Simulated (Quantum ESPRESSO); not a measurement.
## AlN (F-43m): how pressure shifts the optical phonon

By how much does an optical zone-centre mode of AlN (F-43m) shift under hydrostatic pressure?

Main program and level: Quantum ESPRESSO 7.5; DFT LDA, scalar-relativistic, plane waves, PseudoDojo norm-conserving pseudopotentials.

## (1) The relaxed structure

It takes space group F-43m (No. 216, cubic). Conventional cell: a = 4.333 Å, b = 4.333 Å, c = 4.333 Å, α = 90.00°, β = 90.00°, γ = 90.00°. Nearest to Al lie 4 N at 1.88 Å. N has 4 Al at 1.88 Å nearest. Farther neighbours and most contacts between anions are not listed.

Structure file:

```cif
data_structure
_symmetry_space_group_name_H-M 'F-43m'
_symmetry_Int_Tables_number 216
_cell_length_a 4.3330
_cell_length_b 4.3330
_cell_length_c 4.3330
_cell_angle_alpha 90.000
_cell_angle_beta 90.000
_cell_angle_gamma 90.000
_cell_volume 81.35
loop_
_atom_site_label
_atom_site_type_symbol
_atom_site_symmetry_multiplicity
_atom_site_Wyckoff_symbol
_atom_site_fract_x
_atom_site_fract_y
_atom_site_fract_z
_atom_site_occupancy
Al1 Al 4 a 0.00000 0.00000 0.00000 1
N1 N 4 c 0.75000 0.25000 0.75000 1
```

This is the cell after its relaxation at this level of theory, not the database cell from which that began.

## (2) Runs at several volumes

The relaxed cell is scaled uniformly; in this structure symmetry fixes all atoms, so nothing has to be relaxed anew. Each volume gets a ground state and a response at Γ. The mode followed is the highest one without the macroscopic field, of symmetry T2; longitudinal polar modes lie higher. Cutoff 92 Ry, k mesh 12×12×12.

From the response at V/V₀ = 0.97:

The log of the run:

```text
[banners, grids, parts of the stress and lines that vanish by symmetry left out]
Program PHONON v.7.5
     Reading xml data from directory:

[...]
Exchange-correlation= PW
                           (   1   4   0   0   0   0   0)
[...]
kinetic-energy cut-off    =      92.0000  Ry
     charge density cut-off    =     368.0000  Ry
     convergence threshold     =      1.0E-18
[...]
Exchange-correlation= PW
                           (   1   4   0   0   0   0   0)
[...]
q = (   0.0000000   0.0000000   0.0000000 )
     25 Sym.Ops. (with q -> -q+G )
     G cutoff =  306.2061  (  16049 G-vectors)     FFT grid: ( 36, 36, 36)
     number of k points=    72
[...]
Mode symmetry, T_d (-43m)  point group:
[...]
Dielectric constant
[...]
End of electric fields calculation
          Dielectric constant in cartesian axis
          (       4.440287295      -0.000000000      -0.000000000 )
          (      -0.000000000       4.440287295       0.000000000 )
          (      -0.000000000       0.000000000       4.440287295 )
          Effective charges (d Force / dE) in cartesian axis without acoustic sum rule applied (asr)
           atom    1  Al    Mean Z*:        2.52466
      Ex  (        2.52466       -0.00000       -0.00000 )
      Ey  (        0.00000        2.52466        0.00000 )
      Ez  (       -0.00000       -0.00000        2.52466 )
           atom    2  N     Mean Z*:       -2.52450
      Ex  (       -2.52450       -0.00000       -0.00000 )
      Ey  (       -0.00000       -2.52450        0.00000 )
      Ez  (       -0.00000        0.00000       -2.52450 )
          Effective charges Sum: Mean:        0.00015
[...]
Effective charges (d Force / dE) in cartesian axis with asr applied:
           atom    1  Al    Mean Z*:        2.52458
[...]
atom    2  N     Mean Z*:       -2.52458
[...]
Representation #   1 modes #   1   2   3
[...]
End of self-consistent calculation
     Convergence has been achieved
     Representation #   2 modes #   4   5   6
[...]
End of self-consistent calculation
     Convergence has been achieved
[...]
Dielectric constant in cartesian axis
          (       4.440287295      -0.000000000      -0.000000000 )
          (      -0.000000000       4.440287295       0.000000000 )
          (      -0.000000000       0.000000000       4.440287295 )
          Effective charges (d Force / dE) in cartesian axis without acoustic sum rule applied (asr)
           atom    1  Al    Mean Z*:        2.52466
      Ex  (        2.52466       -0.00000       -0.00000 )
      Ey  (        0.00000        2.52466        0.00000 )
      Ez  (       -0.00000       -0.00000        2.52466 )
           atom    2  N     Mean Z*:       -2.52450
      Ex  (       -2.52450       -0.00000       -0.00000 )
      Ey  (       -0.00000       -2.52450        0.00000 )
      Ez  (       -0.00000        0.00000       -2.52450 )
          Effective charges Sum: Mean:        0.00015
[...]
Effective charges (d Force / dE) in cartesian axis with asr applied:
           atom    1  Al    Mean Z*:        2.52458
[...]
atom    2  N     Mean Z*:       -2.52458
[...]
q = (    0.000000000   0.000000000   0.000000000 )
[...]
freq (    1) =       0.031025 [THz] =       1.034870 [cm-1]
     freq (    2) =       0.031025 [THz] =       1.034870 [cm-1]
     freq (    3) =       0.031025 [THz] =       1.034870 [cm-1]
     freq (    4) =      20.953962 [THz] =     698.948951 [cm-1]
     freq (    5) =      20.953962 [THz] =     698.948951 [cm-1]
     freq (    6) =      20.953962 [THz] =     698.948951 [cm-1]
[...]
Mode symmetry, T_d (-43m)  point group:
     freq (   1-   3) =          1.0  [cm-1]   --> T_2  G_15 P_4   I+R
     freq (   4-   6) =        698.9  [cm-1]   --> T_2  G_15 P_4   I+R

   JOB DONE.
```

One volume, V/V₀ = 1, is held back as a test.

| V/V₀ | volume (Å³/atom) | pressure (GPa) | ω (cm⁻¹) |
| --- | --- | --- | --- |
| 0.97 | 9.864 | 6.80 | 698.95 |
| 1 | 10.169 | 0.02 | held back |
| 1.03 | 10.474 | -5.85 | 641.61 |

## (3) The fit

The mode Grüneisen parameter is γ = −d ln ω / d ln V.

| ln(V/V₀) | ln ω |
| --- | --- |
| -0.0305 | 6.5496 |
| 0.0296 | 6.4640 |

A straight line through these points has the slope -1.426, so γ = 1.43; at V/V₀ = 1 it predicts ω = exp(6.5061 + 0.0000) = 669.24 cm⁻¹.

A parabola of pressure against ln V through V/V₀ = 0.97, 1 and 1.03 gives the bulk modulus B = −dP/d ln V = 210 GPa at V₀. With ω₀ from the fitted line the pressure coefficient follows as dω/dP = γ ω₀ / B = 1.43 × 669.2 / 210 = 4.54 cm⁻¹/GPa.

## (4) The run that was held back

The log of the run:

```text
[banners, grids, parts of the stress and lines that vanish by symmetry left out]
[banner, memory and clock lines left out]
Program PHONON v.7.5

[...]
Exchange-correlation= PW
                           (   1   4   0   0   0   0   0)
[...]
(   8 q-points):
[...]
kinetic-energy cut-off    =      92.0000  Ry
     charge density cut-off    =     368.0000  Ry
     convergence threshold     =      1.0E-18
[...]
Exchange-correlation= PW
                           (   1   4   0   0   0   0   0)
[...]
q = (   0.0000000   0.0000000   0.0000000 )
     25 Sym.Ops. (with q -> -q+G )
     G cutoff =  312.4875  (  16361 G-vectors)     FFT grid: ( 36, 36, 36)
     number of k points=    72
[...]
Mode symmetry, T_d (-43m)  point group:
[...]
Dielectric constant
[...]
End of electric fields calculation
          Dielectric constant in cartesian axis
          (       4.486926886      -0.000000000       0.000000000 )
          (       0.000000000       4.486926886      -0.000000000 )
          (      -0.000000000      -0.000000000       4.486926886 )
          Effective charges (d Force / dE) in cartesian axis without acoustic sum rule applied (asr)
           atom    1  Al    Mean Z*:        2.52890
      Ex  (        2.52890        0.00000        0.00000 )
      Ey  (        0.00000        2.52890       -0.00000 )
      Ez  (       -0.00000       -0.00000        2.52890 )
           atom    2  N     Mean Z*:       -2.52874
      Ex  (       -2.52874       -0.00000        0.00000 )
      Ey  (       -0.00000       -2.52874       -0.00000 )
[...]
Convergence has been achieved
[...]
q = (    0.000000000  -0.707106781   0.000000000 )
[...]
freq (    5) =      20.241525 [THz] =     675.184610 [cm-1]
     freq (    6) =      21.673730 [THz] =     722.957808 [cm-1]
[...]
Mode symmetry, D_2d (-42m) point group:
     freq (   1-   2) =        341.0  [cm-1]   --> E    X_5  W_3
     freq (   3-   3) =        591.7  [cm-1]   --> B_2  X_3  W_2
     freq (   4-   5) =        675.2  [cm-1]   --> E    X_5  W_3
     freq (   6-   6) =        723.0  [cm-1]   --> A_1  X_1  W_1
[...]
Mode symmetry, S_4 (-4)    point group:
[...]
Convergence has been achieved
[...]
Convergence has been achieved
[...]
Convergence has been achieved
[...]
Convergence has been achieved
     Representation #   5 mode #   5
[...]
End of self-consistent calculation
     Convergence has been achieved
     Representation #   6 mode #   6
[...]
End of self-consistent calculation
     Convergence has been achieved
[...]
q = (   -0.353553391  -0.707106781   0.000000000 )
[...]
freq (    1) =      11.284449 [THz] =     376.408713 [cm-1]
     freq (    2) =      12.665029 [THz] =     422.459893 [cm-1]
     freq (    3) =      15.365954 [THz] =     512.553043 [cm-1]
     freq (    4) =      19.904437 [THz] =     663.940536 [cm-1]
     freq (    5) =      20.390935 [THz] =     680.168394 [cm-1]
     freq (    6) =      21.956609 [THz] =     732.393655 [cm-1]
[...]
Mode symmetry, S_4 (-4)    point group:
     freq (   1-   1) =        376.4  [cm-1]   --> B    W_3
     freq (   2-   2) =        422.5  [cm-1]   --> E    W_4
     freq (   3-   3) =        512.6  [cm-1]   --> E*   W_2
     freq (   4-   4) =        663.9  [cm-1]   --> A    W_1
     freq (   5-   5) =        680.2  [cm-1]   --> E    W_4
     freq (   6-   6) =        732.4  [cm-1]   --> B    W_3
```

It gives 669.49 cm⁻¹ against the predicted 669.24 cm⁻¹, a miss of 0.3 cm⁻¹.

## (5) Outcome

```json
{
 "mode Grüneisen parameter": "1.426",
 "bulk modulus": "210 GPa",
 "pressure coefficient": "4.54 cm⁻¹/GPa"
}
```

The highest optical mode of AlN (F-43m) without the LO-TO term stiffens by 4.54 cm⁻¹ a GPa near the relaxed volume, with γ = 1.43. The power law meets all 3 runs within 0.04 %; between neighbouring volumes γ runs from 1.41 to 1.44. Such a coefficient turns a measured shift of this mode into a hydrostatic stress; uniaxial or biaxial stress splits the mode and needs deformation potentials. These are harmonic values at zero temperature for the structure held cubic, which a run at Γ can't show to be stable; the bulk modulus rests on three points.

[Host names and launcher messages were left out of these logs when they were recorded.]

[Logs are printed without paths, hosts, clocks, repeated set-up lines and the standing remarks that a program may print on its own settings, such as how far it seeks lower states.]

[Hosts, paths, dates, database ids (printed as entryN), source tags and the programs' standing remarks are cut or masked in the printed files.]
